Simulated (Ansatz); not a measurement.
**Bands, cutoff and cost in G0W0 for Cs2HgSe2 (Pbam)**

Aim: see how the G0W0 gap of Cs2HgSe2 (Pbam) on PBE moves with empty bands and screening cutoff, and what each rung costs.

Main program and level: Ansatz 0.2.0; G0W0 on PBE, plane waves, PAW; PAW set soft_1.

Most raw output is cut from this account.

## Step 1: Starting point

Symmetry: Pbam, No. 55, orthorhombic system. Conventional cell: a = 8.185 Å, b = 10.330 Å, c = 4.711 Å, α = 90.00°, β = 90.00°, γ = 90.00°. Nearest to Cs lie 6 Se at 3.66 to 3.72 Å and 1 Cs at 3.87 Å. Nearest to Hg lie 2 Se at 2.41 Å. Nearest to Se lie 1 Hg at 2.41 Å and 6 Cs at 3.66 to 3.72 Å. Farther neighbours and most contacts between anions are not listed.

The cell and positions come from the Crystallography Open Database and are kept as given unless a step says otherwise. Spin-orbit coupling is left out unless a step names it.

## Step 2: 148 empty bands, screening to 30 eV

Now the one-shot GW correction: screening in the RPA, then the self-energy of the levels asked for. This step takes PAW set soft_1 files.

input.yaml

```yaml
crystal:
  lattice:
    - [8.1849, 0.0, 0.0]
    - [0.0, 10.3302, 0.0]
    - [0.0, 0.0, 4.7112]
  atoms:
    - { symbol: Cs, position: [0.39222, 0.83311, 0.5] }
    - { symbol: Cs, position: [0.60778, 0.16689, 0.5] }
    - { symbol: Cs, position: [0.89222, 0.66689, 0.5] }
    - { symbol: Cs, position: [0.10778, 0.33311, 0.5] }
    - { symbol: Hg, position: [0.5, 0.5, 0.0] }
    - { symbol: Hg, position: [0.0, 0.0, 0.0] }
    - { symbol: Se, position: [0.23025, 0.59445, 0.0] }
    - { symbol: Se, position: [0.76975, 0.40555, 0.0] }
    - { symbol: Se, position: [0.73025, 0.90555, 0.0] }
    - { symbol: Se, position: [0.26975, 0.09445, 0.0] }
kpoints:
  mp_grid: { grid: [2, 2, 4] }
hamiltonian:
  xc: pbe
  pseudopotentials: { kind: paw, azcp: { folder: soft_1 } }
scf:
  occupations: { method: fixed }
gw:
  n_empty_bands: 148
  ecut_chi: 30
  qp_bands: [v3, c3]
  qp_kpoints: band_edges
  screening: { model: contour_deformation }
```

Launch:

```sh
ansatz run input.yaml --threads 2 --pin off --max-ram 92160MiB --backend cuda --events-out ev --progress --plain --runs-dir out --devices 1 --max-vram 13GiB
```

Elapsed: 24 s, on 1 × NVIDIA H100 80GB HBM3 (shared by 6 runs) with 2 threads of AMD EPYC 7R13 (Zen 3), shared host; peak memory 1.7 GiB; 28 s of CPU time.

Numbers from this step:

- bands summed: 218
- RPA ε∞ on this mesh (eigenvalues): 3.355, 3.634, 4.605
- plane waves in the screening matrix: 147
- q-points in the mesh: 16
- G0W0 gap on the mesh: 3.266 eV
- k of the valence top: -0.5, 0, 0
- k of the conduction bottom: 0, 0, 0
- starting gap on the mesh: 2.004 eV
- Z at the valence top: 0.7653
- Z at the conduction bottom: 0.8105
- least direct G0W0 gap on the computed points: 3.307 eV

The gap on the mesh goes from 2.00 eV to 3.27 eV, a correction of +1.26 eV. Between the two edge states, bare exchange in place of the xc potential would open the gap by 6.40 eV, and correlation takes back 5.14 eV.

## Step 3: 420 empty bands, screening to 60 eV

Bands and screening cutoff are moved together, since each hides the error of the other.

Changes to input.yaml since step 2:

```diff
@@ -24,4 +24,4 @@
 gw:
-  n_empty_bands: 148
-  ecut_chi: 30
+  n_empty_bands: 420
+  ecut_chi: 60
   qp_bands: [v3, c3]
```

Elapsed: 65 s, on 1 × NVIDIA H100 80GB HBM3 (shared by 6 runs) with 2 threads; peak memory 2.4 GiB.

Numbers from this step:

```
bands summed                                 : 490
RPA ε∞ on this mesh (eigenvalues)            : 3.324, 3.614, 4.599
plane waves in the screening matrix          : 415
q-points in the mesh                         : 16
G0W0 gap on the mesh                         : 3.358 eV
k of the valence top                         : -0.5, 0, 0
k of the conduction bottom                   : 0, 0, 0
starting gap on the mesh                     : 2.004 eV
Z at the valence top                         : 0.7567
Z at the conduction bottom                   : 0.8054
least direct G0W0 gap on the computed points : 3.397 eV
```

Against the run with 2×2×4 mesh, 148 empty bands, screening to 30 eV, PAW set soft_1 files, the gap moves by +0.09 eV.

## Step 4: 904 empty bands, screening to 100 eV

Changes to input.yaml since step 3:

```diff
@@ -24,4 +24,4 @@
 gw:
-  n_empty_bands: 420
-  ecut_chi: 60
+  n_empty_bands: 904
+  ecut_chi: 100.0
   qp_bands: [v3, c3]
```

It took 1.8 min on 1 × NVIDIA H100 80GB HBM3 (shared by 6 runs) with 2 threads; peak memory 4.5 GiB; 3.1 min of CPU time.

Numbers from this step:

* bands summed: 974
* RPA ε∞ on this mesh (eigenvalues): 3.318, 3.607, 4.579
* plane waves in the screening matrix: 923
* G0W0 gap on the mesh: 3.437 eV
* k of the valence top: -0.5, 0, 0
* k of the conduction bottom: 0, 0, 0
* starting gap on the mesh: 2.004 eV
* least direct G0W0 gap on the computed points: 3.472 eV

Against the run with 2×2×4 mesh, 420 empty bands, screening to 60 eV, PAW set soft_1 files, the gap moves by +0.08 eV.

## Step 5: Changing the k mesh: 2×2×2 mesh, 420 empty bands, screening to 60 eV, PAW set soft_1 files

Only the mesh changes. It samples the long-range screening, which converges on its own terms. Bands and cutoff differ from the step before, so it is read against an earlier run that matches them.

Changes to input.yaml since step 4:

```diff
@@ -17,3 +17,3 @@
 kpoints:
-  mp_grid: { grid: [2, 2, 4] }
+  mp_grid: { grid: [2, 2, 2] }
 hamiltonian:
@@ -24,4 +24,4 @@
 gw:
-  n_empty_bands: 904
-  ecut_chi: 100.0
+  n_empty_bands: 420
+  ecut_chi: 60
   qp_bands: [v3, c3]
```

The job ended after 35 s (1 × NVIDIA H100 80GB HBM3 (shared by 6 runs) with 2 threads; peak memory 2.1 GiB; 43 s of CPU time).

Numbers from this step:

```yaml
bands_summed: 490
rpa_eps_infinity_on_this_mesh_eigenvalues: 3.640, 3.682, 4.660
plane_waves_in_the_screening_matrix: 415
g0w0_gap_on_the_mesh: 3.342 eV
k_of_the_valence_top: -0.5, 0, 0
k_of_the_conduction_bottom: 0, 0, 0
starting_gap_on_the_mesh: 1.999 eV
least_direct_g0w0_gap_on_the_computed_points: 3.379 eV
```

Against the run with 2×2×4 mesh, 420 empty bands, screening to 60 eV, PAW set soft_1 files, the gap moves by −0.016 eV.

## Step 6: Changing the frequency model: 2×2×4 mesh, 420 empty bands, screening to 60 eV, plasmon pole, PAW set soft_1 files

A plasmon pole stands in for the full frequency dependence of the screening; this run shows what that costs in accuracy.

Changes to input.yaml since step 5:

```diff
@@ -17,3 +17,3 @@
 kpoints:
-  mp_grid: { grid: [2, 2, 2] }
+  mp_grid: { grid: [2, 2, 4] }
 hamiltonian:
@@ -28,2 +28,2 @@
   qp_kpoints: band_edges
-  screening: { model: contour_deformation }
+  screening: { model: godby_needs }
```

Elapsed: 70 s, on 1 × NVIDIA H100 80GB HBM3 (shared by 6 runs) with 2 threads; peak memory 2.6 GiB.

Numbers from this step:

```
bands summed                                 : 490
plasmon-pole fit frequency                   : 22.01 eV
RPA ε∞ on this mesh (eigenvalues)            : 3.324, 3.614, 4.599
plane waves in the screening matrix          : 415
G0W0 gap on the mesh                         : 3.398 eV
k of the valence top                         : -0.5, 0, 0
k of the conduction bottom                   : 0, 0, 0
starting gap on the mesh                     : 2.004 eV
least direct G0W0 gap on the computed points : 3.439 eV
```

Against the run with 2×2×4 mesh, 420 empty bands, screening to 60 eV, PAW set soft_1 files, the gap moves by +0.04 eV.

## Step 7: Changing the files: 2×2×4 mesh, 420 empty bands, screening to 60 eV, hard PAW files

Other atomic data (hard PAW) test the pseudisation: the cutoff goes from 420 to 690 eV, with the same valence electrons.

This step: G0W0 on PBE, plane waves, PAW.

Changes to input.yaml since step 6:

```diff
@@ -20,3 +20,3 @@
   xc: pbe
-  pseudopotentials: { kind: paw, azcp: { folder: soft_1 } }
+  pseudopotentials: { kind: paw, source: ansatz }
 scf:
@@ -28,2 +28,2 @@
   qp_kpoints: band_edges
-  screening: { model: godby_needs }
+  screening: { model: contour_deformation }
```

Wall time 89 s (1 × NVIDIA H100 80GB HBM3 (shared by 6 runs) with 2 threads); peak memory 3.6 GiB; 2.3 min of CPU time.

This step gave:

```
bands summed                                 : 490
RPA ε∞ on this mesh (eigenvalues)            : 3.325, 3.614, 4.599
plane waves in the screening matrix          : 415
G0W0 gap on the mesh                         : 3.357 eV
k of the valence top                         : -0.5, 0, 0
k of the conduction bottom                   : 0, 0, 0
starting gap on the mesh                     : 2.005 eV
least direct G0W0 gap on the computed points : 3.395 eV
```

Against the run with 2×2×4 mesh, 420 empty bands, screening to 60 eV, PAW set soft_1 files, the gap moves by −0.001 eV.

## Step 8: The runs together

Times are wall times on 1 × NVIDIA H100 80GB HBM3 (shared by 6 runs) with 2 threads of AMD EPYC 7R13 (Zen 3), shared host, good to a factor of about two.

| mesh | files | frequency | bands summed | cutoff (eV) | start (eV) | G0W0 (eV) | time | host memory (GiB) |
| --- | --- | --- | --- | --- | --- | --- | --- | --- |
| 2×2×4 | PAW set soft_1 | contour deformation | 218 | 30 | 2.004 | 3.266 | 24 s | 1.7 |
| 2×2×4 | PAW set soft_1 | contour deformation | 490 | 60 | 2.004 | 3.358 | 65 s | 2.4 |
| 2×2×4 | PAW set soft_1 | contour deformation | 974 | 100 | 2.004 | 3.437 | 1.8 min | 4.5 |
| 2×2×2 | PAW set soft_1 | contour deformation | 490 | 60 | 1.999 | 3.342 | 35 s | 2.1 |
| 2×2×4 | PAW set soft_1 | plasmon pole | 490 | 60 | 2.004 | 3.398 | 70 s | 2.6 |
| 2×2×4 | hard PAW | contour deformation | 490 | 60 | 2.005 | 3.357 | 89 s | 3.6 |

The parts of the quasiparticle energy at the two band edges (eV; QP = start + Σx + Σc − Vxc):

| run | edge | start | Σx | Σc | Vxc | Z | QP |
| --- | --- | --- | --- | --- | --- | --- | --- |
| 218 bands | valence top | 5.17 | -17.60 | 2.57 | -14.66 | 0.77 | 4.80 |
| 218 bands | conduction bottom | 7.18 | -9.41 | -2.56 | -12.87 | 0.81 | 8.06 |
| 490 bands | valence top | 5.17 | -17.60 | 2.25 | -14.66 | 0.76 | 4.48 |
| 490 bands | conduction bottom | 7.18 | -9.41 | -2.79 | -12.87 | 0.81 | 7.84 |
| 974 bands | valence top | 5.17 | -17.60 | 2.01 | -14.66 | 0.75 | 4.23 |
| 974 bands | conduction bottom | 7.18 | -9.41 | -2.96 | -12.87 | 0.80 | 7.67 |

## Step 9: Results

* 218 bands, 30 eV: 3.266 eV
* 490 bands, 60 eV: 3.358 eV
* 974 bands, 100 eV: 3.437 eV
* estimated limit in bands and cutoff: 3.52 eV
* mesh and start: 2×2×4, PBE

In words: A line in one over the bands through the two highest rungs gives 3.52 eV, +0.08 eV from the top rung; the pair below gives 3.43 eV, so the estimate is still climbing. The rungs stand 0.25 eV (218 bands), 0.16 eV (490 bands) and 0.08 eV (974 bands) from it. From 218 to 974 bands the gap moves by +0.17 eV while the time grows 4.6-fold. Σc changes by −0.57 eV at the valence top and −0.40 eV at the conduction bottom, so the levels themselves move more than the gap between them. On the 2×2×2 mesh in place of 2×2×4 the gap differs by −0.02 eV, of which −0.005 eV is already in the start. The plasmon-pole model gives +0.04 eV against contour deformation, 3 % of the correction, and saved no time in this program. Hard PAW files move the gap by −0.001 eV at equal bands and cutoff, +0.002 eV of it in the start. The cheapest rung within 0.1 eV of this estimate is that with 974 bands (1.8 min). The 2×2×4 mesh is coarse for this cell (its supercell is 16 Å along the shortest edge). The RPA ε∞ on it, from the PBE start, is 3.32, 3.61 and 4.58; such meshes misread the long-range screening, most where the gap is narrow. The many-body steps are scalar-relativistic: spin-orbit coupling is not in them.

[Paths, hosts, dates, memory and timing lines, banners, echoed tables and standing remarks are left out of the program output.]

[Logs are printed without paths, hosts, clocks, repeated set-up lines and the standing remarks that a program may print on its own settings, such as how far it seeks lower states.]

[Runs of the session that timed out or met a known fault of the program may be left out.]

[Cells called generated may have been cut or substituted from an entry of the Crystallography Open Database or the Materials Project.]

[Hosts, paths, dates, database ids (printed as entryN), source tags and the programs' standing remarks are cut or masked in the printed files.]
